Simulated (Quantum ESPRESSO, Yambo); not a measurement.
## Si3N4 (Fd-3m): G0W0 in Yambo against the bands

Wanted: the cheapest bands that holds the gap of Si3N4 (Fd-3m).

Calculated with Yambo 5.3.0; PBE and many-body steps on it, plane waves.

## Step 1: Starting point

It takes space group Fd-3m (No. 227, cubic). The conventional cell has a = 7.787 Å, b = 7.787 Å, c = 7.787 Å, α = 90.00°, β = 90.00°, γ = 90.00°. Si has 6 N at 1.89 Å nearest. Nearest to Si lie 4 N at 1.79 Å. Nearest to N lie 4 Si at 1.79 to 1.89 Å. Farther neighbours and most contacts between anions are not listed.

As a file:

```xyz
14
Lattice="0.0000 3.8937 3.8937 3.8937 0.0000 3.8937 3.8937 3.8937 0.0000" Properties=species:S:1:pos:R:3 pbc="T T T"
Si    2.9203    2.9203    0.9734
Si    2.9203    0.9734    2.9203
Si    0.9734    2.9203    2.9203
Si    0.9734    0.9734    0.9734
Si    5.8406    5.8406    5.8406
Si    3.8937    3.8937    3.8937
N     2.8624    2.8624    2.8624
N     6.8719    4.8092    4.8092
N     4.8092    4.8092    6.8719
N     4.8092    6.8719    4.8092
N     4.9251    4.9251    2.8624
N     4.9251    2.8624    4.9251
N     6.8719    6.8719    6.8719
N     2.8624    4.9251    4.9251
```

The cell and positions are those that the Materials Project relaxed with its own functionals (PBE, PBE+U or r2SCAN), kept fixed. This is not the form that Si3N4 usually takes at ambient conditions.

## Step 2: 52 bands

This step: Yambo 5.3.0; G0W0 on PBE, plane waves, norm-conserving pseudopotentials.

Now the one-shot GW correction: screening in the RPA, then the self-energy of the levels asked for.

gw1.in

```
HF_and_locXC
gw0
dyson
ppa
em1d
rim_cut
RandQpts= 1000000
RandGvec= 1 RL
EXXRLvcs= 72 Ry
VXCRLvcs= 288 Ry
Chimod= "HARTREE"
% BndsRnXp
 1 | 52 |
%
NGsBlkXp= 7 Ry
% LongDrXp
 1 | 1 | 1 |
%
% GbndRnge
 1 | 52 |
%
DysSolver= "n"
ExtendOut
PPAPntXp= 27.21138 eV
% QPkrange
 6 | 6 | 31 | 34 |
 1 | 1 | 31 | 34 |
%
```

The run is started by

```
$ OMP_NUM_THREADS=2 mpirun -n 4 yambo -F gw1.in -J gw1 -C gw1 > gw1.log
```

What it wrote:

```text
 Yambo, version 5.3.0

 [02] CORE Variables Setup
 =========================

  [... cell, symmetries and grids as in the set-up ...]

  [02.05] Energies & Occupations
  ==============================

  [X] === General ===
  [X] Electronic Temperature                        :  0.000000  0.000000 [eV K]
  [X] Bosonic    Temperature                        :  0.000000  0.000000 [eV K]
  [X] Finite Temperature mode                       : no
  [X] El. density                                   :  0.54207E+24 [cm-3]
  [X] Fermi Level                                   :  10.95512 [eV]

  [X] === Gaps and Widths ===
  [X] Conduction Band Min                           :  3.398216 [eV]
  [X] Valence Band Max                              :  0.000000 [eV]
  [X] Filled Bands                                  :   32
  [X] Empty Bands                                   :    33   384
  [X] Direct Gap                                    :  3.406484 [eV]
  [X] Direct Gap localized at k                     :  1
  [X] Indirect Gap                                  :  3.398216 [eV]
  [X] Indirect Gap between kpts                     :   6   1
  [X] Last valence band width                       :  0.702966 [eV]
  [X] 1st conduction band width                     :  3.290624 [eV]

 [03] Transferred momenta grid and indexing
 ==========================================

 IBZ Q-points                                      :   8
 BZ  Q-points                                      :   64

 K/Q-points units:
 rlu = crystal or reduced units; cc = cartesian coordinates; iku = interal k-units

 Q [1]          [rlu]:  0.000000  0.000000  0.000000
 Q [2]          [rlu]:  0.22808E-16 -0.49479E-17  0.25000
 Q [3]          [rlu]: -0.45615E-16  0.98957E-17 -0.50000
 Q [4]          [rlu]:  0.10477E-17  0.25000      0.25000
 Q [5]          [rlu]:  0.23174E-16  0.25000      0.50000
 Q [6]          [rlu]:  0.10266E-15  0.25000     -0.25000
 Q [7]          [rlu]: -0.20954E-17 -0.50000     -0.50000
 Q [8]          [rlu]:  0.250000 -0.500000 -0.250000

 [04] Coloumb potential Random Integration (RIM)
 ===============================================

  [04.01] RIM initialization
  ==========================

  * Diagonal components only detected *

  8 x (sBL volume)        :  0.038916 [a.u.]
  sBZ random points       :  1000000
  Points outside the sBZ  :   7996195
  RL volume               :  0.311329 [a.u.]
  Integrated volume       :  0.311477 [a.u.]

  [04.02] RIM integrals
  =====================

  Gamma point sphere radius             :  0.061470 [a.u.]
  Points outside the sphere             :   799659
  [Int_sBZ(q=0) 1/q^2]*(Vol_sBZ)^(-1/3) =:  7.764404
                                 should be <:  7.795600

  Summary of Coulomb integrals for non-metallic bands |Q|[au] RIM/Bare

  Q [1] 0.100000E-4 0.995998 * Q [2] 0.184879 1.064860
  Q [4] 0.213480 1.063764 * Q [6] 0.301906 1.026684
  Q [5] 0.354016 1.019317 * Q [3] 0.369758 1.017217
  Q [7] 0.426959 1.013693 * Q [8] 0.477355 1.010740

 [WARNING] [Xp] User bands 1-52 break level degeneracy

 [05] Dipoles
 ============

  [05.01] Setup: observables and procedures
  =========================================

  [WARNING] [x,Vnl] slows the Dipoles computation. To neglect it rename the ns.kb_pp file

 [06] Dynamic Dielectric Matrix (PPA)
 ====================================

 [WR./gw1//ndb.pp]---------------------------------------------------------------
  Brillouin Zone Q/K grids (IBZ/BZ)                :    8   64    8   64
  RL vectors                                       :   9577 [WF]
  Coulomb cutoff potential                         : none
  Electronic Temperature                           :  0.000000 [K]
  Bosonic    Temperature                           :  0.000000 [K]
  PPA    diel. fun.  energies                      : Perdew, Burke & Ernzerhof(X)+Perdew, Burke & Ernzerhof(C)
  wavefunctions                                    : Perdew, Burke & Ernzerhof(X)+Perdew, Burke & Ernzerhof(C)
  Global Gauge                                     : length
  X matrix size                                    :  283
  X band range                                     :    1   52
  X e/h energy range                               : -1.000000 -1.000000 [eV]
  X Time ordering                                  : R
  X Hxc Kernel                                     : HARTREE
  X Drude frequency                                :  0.000000  0.000000
  X poles                                          :  100.0000 [o/o]
  RL vectors in the sum                            :   9577
  [r,Vnl] included                                 : yes
  Field direction                                  :  0.577350E-5  0.577350E-5  0.577350E-5
  BZ energy Double Grid                            : no
  BZ energy DbGd points                            : 0
  BZ Q point size factor                           : -1.000000
  X Optical Averaged directions                    : none

 [07] Local Exchange-Correlation + Non-Local Fock
 ================================================

 [VXC] Plane waves :   65763
 [EXS] Plane waves :   8291

 QP @ state[ 1 ] K range:  1  1
 QP @ state[ 1 ] b range:   31   34
 QP @ state[ 2 ] K range:   6   6
 QP @ state[ 2 ] b range:   31   34

 [xc] Functional : Perdew, Burke & Ernzerhof(X)+Perdew, Burke & Ernzerhof(C)
 [xc] LIBXC used to calculate xc functional
  PP Number of Atomic Species                      :  2
  NLCC RL compoments                               :   65763
  PP Number of Atomic Species                      :  2
  NLCC RL compoments                               :   65763

 [xc] E_xc :  -28.73699 [Ha]
      E_xc :  -57.47398 [Ry]

  Local XC kind (lXC) : Perdew, Burke & Ernzerhof(X)+Perdew, Burke & Ernzerhof(C)
  Non-Local XC kind (nlXC) : Hartree-Fock

  Corrections @ K [1] :  [eV]
 <31|nlXC|31> = -21.42823 -0.22052E-16 <31|lXC|31> = -17.68827 -0.75527E-15
 <32|nlXC|32> = -21.42821 -0.96113E-17 <32|lXC|32> = -17.68827 -0.75527E-15
 <33|nlXC|33> = -6.721588 -0.77272E-18 <33|lXC|33> = -11.36948  0.70806E-16
 <34|nlXC|34> = -6.721591 -0.10838E-17 <34|lXC|34> = -11.36948 -0.47204E-16

  Corrections @ K [6] :  [eV]
 <31|nlXC|31> = -20.81630  0.97270E-17 <31|lXC|31> = -16.87490  0.000000
 <32|nlXC|32> = -21.47475  0.84061E-17 <32|lXC|32> = -17.76122  0.37763E-15
 <33|nlXC|33> = -6.589471  0.18444E-18 <33|lXC|33> = -11.63886 -0.18882E-15
 <34|nlXC|34> = -7.017724  0.44518E-18 <34|lXC|34> = -12.25120  0.000000

 [08] Dyson equation: Newton solver
 ==================================

  [08.01] G0W0 (W PPA)
  ====================

  [  GW  ] Bands range     :    1   52
  [GW/PPA] G damping       :  0.100000 [eV]

  QP @ state[ 1 ] K range:  1  1
  QP @ state[ 1 ] b range:   31   34
  QP @ state[ 2 ] K range:   6   6
  QP @ state[ 2 ] b range:   31   34

   Sc/G bands                                       :    1   52
   Sc/G damping                                     :  0.100000 ev
   Sc bands terminator                              : no
   Sx RL components                                 :   8291

   QP @ state[ 1 ] K range                          :  1  1
   QP @ state[ 1 ] b range                          :   31   34
   QP @ state[ 2 ] K range                          :   6   6
   QP @ state[ 2 ] b range                          :   31   34
   GF energies kind                                 : Perdew, Burke & Ernzerhof(X)+Perdew, Burke & Ernzerhof(C)
   GF WF`s kind                                     : Perdew, Burke & Ernzerhof(X)+Perdew, Burke & Ernzerhof(C)
   Xs energies kind                                 : Perdew, Burke & Ernzerhof(X)+Perdew, Burke & Ernzerhof(C)
   Xs WF`s kind                                     : Perdew, Burke & Ernzerhof(X)+Perdew, Burke & Ernzerhof(C)

 [11] Game Over & Game summary
```

It took 49 s on 4 MPI ranks of Arm Neoverse V2, shared host; peak memory 3.3 GiB; 6 min of CPU time.

This step gave:

```
G0W0 gap on the points computed              : 4.957 eV
starting gap on the mesh                     : 3.398 eV
k of the valence top                         : 0, 0.25, -0.25
k of the conduction bottom                   : 0, 0, 0
least direct G0W0 gap on the computed points : 4.991 eV
Z at the valence top                         : 0.8194
Z at the conduction bottom                   : 0.8569
```

The gap on the mesh goes from 3.40 eV to 4.96 eV, a correction of +1.56 eV.

## Step 3: 76 bands

gw2.in, as its differences from gw1.in of step 2:

```diff
@@ -12,3 +12,3 @@
 % BndsRnXp
- 1 | 52 |
+ 1 | 76 |
 %
@@ -19,3 +19,3 @@
 % GbndRnge
- 1 | 52 |
+ 1 | 76 |
 %
```

The run is started by

```
$ OMP_NUM_THREADS=2 mpirun -n 4 yambo -F gw2.in -J gw2 -C gw2 > gw2.log
```

What it wrote:

```text
 Yambo, version 5.3.0

 [02] CORE Variables Setup
 =========================

  [... cell, symmetries and grids as in the set-up ...]

  [02.05] Energies & Occupations
  ==============================

  [X] === General ===
  [X] Electronic Temperature                        :  0.000000  0.000000 [eV K]
  [X] Bosonic    Temperature                        :  0.000000  0.000000 [eV K]
  [X] Finite Temperature mode                       : no
  [X] El. density                                   :  0.54207E+24 [cm-3]
  [X] Fermi Level                                   :  10.95512 [eV]

  [X] === Gaps and Widths ===
  [X] Conduction Band Min                           :  3.398216 [eV]
  [X] Valence Band Max                              :  0.000000 [eV]
  [X] Filled Bands                                  :   32
  [X] Empty Bands                                   :    33   384
  [X] Direct Gap                                    :  3.406484 [eV]
  [X] Direct Gap localized at k                     :  1
  [X] Indirect Gap                                  :  3.398216 [eV]
  [X] Indirect Gap between kpts                     :   6   1
  [X] Last valence band width                       :  0.702966 [eV]
  [X] 1st conduction band width                     :  3.290624 [eV]

 [03] Transferred momenta grid and indexing
 ==========================================

 IBZ Q-points                                      :   8
 BZ  Q-points                                      :   64

 K/Q-points units:
 rlu = crystal or reduced units; cc = cartesian coordinates; iku = interal k-units

 Q [1]          [rlu]:  0.000000  0.000000  0.000000
 Q [2]          [rlu]:  0.22808E-16 -0.49479E-17  0.25000
 Q [3]          [rlu]: -0.45615E-16  0.98957E-17 -0.50000
[...]
NLCC RL compoments                               :   65763
  PP Number of Atomic Species                      :  2
  NLCC RL compoments                               :   65763

 [xc] E_xc :  -28.73699 [Ha]
      E_xc :  -57.47398 [Ry]

  Local XC kind (lXC) : Perdew, Burke & Ernzerhof(X)+Perdew, Burke & Ernzerhof(C)
  Non-Local XC kind (nlXC) : Hartree-Fock

  Corrections @ K [1] :  [eV]
 <31|nlXC|31> = -21.42823 -0.22052E-16 <31|lXC|31> = -17.68827 -0.75527E-15
 <32|nlXC|32> = -21.42821 -0.96113E-17 <32|lXC|32> = -17.68827 -0.75527E-15
 <33|nlXC|33> = -6.721588 -0.77272E-18 <33|lXC|33> = -11.36948  0.70806E-16
[...]
Corrections @ K [6] :  [eV]
[...]
<33|nlXC|33> = -6.589471  0.18444E-18 <33|lXC|33> = -11.63886 -0.18882E-15
 <34|nlXC|34> = -7.017724  0.44518E-18 <34|lXC|34> = -12.25120  0.000000

 [08] Dyson equation: Newton solver
 ==================================

  [08.01] G0W0 (W PPA)
  ====================

  [  GW  ] Bands range     :    1   76
  [GW/PPA] G damping       :  0.100000 [eV]

  QP @ state[ 1 ] K range:  1  1
  QP @ state[ 1 ] b range:   31   34
  QP @ state[ 2 ] K range:   6   6
  QP @ state[ 2 ] b range:   31   34

   Sc/G bands                                       :    1   76
   Sc/G damping                                     :  0.100000 ev
   Sc bands terminator                              : no
   Sx RL components                                 :   8291

   QP @ state[ 1 ] K range                          :  1  1
   QP @ state[ 1 ] b range                          :   31   34
   QP @ state[ 2 ] K range                          :   6   6
   QP @ state[ 2 ] b range                          :   31   34
   GF energies kind                                 : Perdew, Burke & Ernzerhof(X)+Perdew, Burke & Ernzerhof(C)
   GF WF`s kind                                     : Perdew, Burke & Ernzerhof(X)+Perdew, Burke & Ernzerhof(C)
   Xs energies kind                                 : Perdew, Burke & Ernzerhof(X)+Perdew, Burke & Ernzerhof(C)
   Xs WF`s kind                                     : Perdew, Burke & Ernzerhof(X)+Perdew, Burke & Ernzerhof(C)

 [11] Game Over & Game summary
```

It took 76 s on 4 MPI ranks; peak memory 3.5 GiB; 9.5 min of CPU time.

This step gave:

```yaml
g0w0_gap_on_the_points_computed: 4.505 eV
starting_gap_on_the_mesh: 3.398 eV
k_of_the_valence_top: 0, 0.25, -0.25
k_of_the_conduction_bottom: 0, 0, 0
least_direct_g0w0_gap_on_the_computed_points: 4.559 eV
z_at_the_valence_top: 0.8141
z_at_the_conduction_bottom: 0.8489
```

Against the run before, the gap moves by −0.452 eV.

## Step 4: 121 bands

gw3.in, as its differences from gw2.in of step 3:

```diff
@@ -12,3 +12,3 @@
 % BndsRnXp
- 1 | 76 |
+ 1 | 121 |
 %
@@ -19,3 +19,3 @@
 % GbndRnge
- 1 | 76 |
+ 1 | 121 |
 %
```

The run is started by

```
$ OMP_NUM_THREADS=2 mpirun -n 4 yambo -F gw3.in -J gw3 -C gw3 > gw3.log
```

What it wrote:

```text
 Yambo, version 5.3.0

 [02] CORE Variables Setup
 =========================

  [... cell, symmetries and grids as in the set-up ...]

  [02.05] Energies & Occupations
  ==============================

  [X] === General ===
  [X] Electronic Temperature                        :  0.000000  0.000000 [eV K]
  [X] Bosonic    Temperature                        :  0.000000  0.000000 [eV K]
  [X] Finite Temperature mode                       : no
  [X] El. density                                   :  0.54207E+24 [cm-3]
[...]
QP @ state[ 1 ] b range                          :   31   34
   QP @ state[ 2 ] K range                          :   6   6
   QP @ state[ 2 ] b range                          :   31   34
   GF energies kind                                 : Perdew, Burke & Ernzerhof(X)+Perdew, Burke & Ernzerhof(C)
   GF WF`s kind                                     : Perdew, Burke & Ernzerhof(X)+Perdew, Burke & Ernzerhof(C)
   Xs energies kind                                 : Perdew, Burke & Ernzerhof(X)+Perdew, Burke & Ernzerhof(C)
   Xs WF`s kind                                     : Perdew, Burke & Ernzerhof(X)+Perdew, Burke & Ernzerhof(C)

 [11] Game Over & Game summary
```

It took 2.2 min on 4 MPI ranks; peak memory 3.4 GiB.

This step gave:

| Item | Value |
| --- | --- |
| G0W0 gap on the points computed | 4.324 eV |
| starting gap on the mesh | 3.398 eV |
| k of the valence top | 0, 0.25, -0.25 |
| k of the conduction bottom | 0, 0, 0 |
| least direct G0W0 gap on the computed points | 4.371 eV |

Against the run before, the gap moves by −0.181 eV.

(Continued in part 2 of 2.)

[Paths, hosts, dates, memory and timing lines, banners, echoed tables and standing remarks are left out of the program output.]

[Logs are printed without paths, hosts, clocks, repeated set-up lines and the standing remarks that a program may print on its own settings, such as how far it seeks lower states.]

[Runs of the session that timed out or met a known fault of the program may be left out.]

[Hosts, paths, dates, database ids (printed as entryN), source tags and the programs' standing remarks are cut or masked in the printed files.]
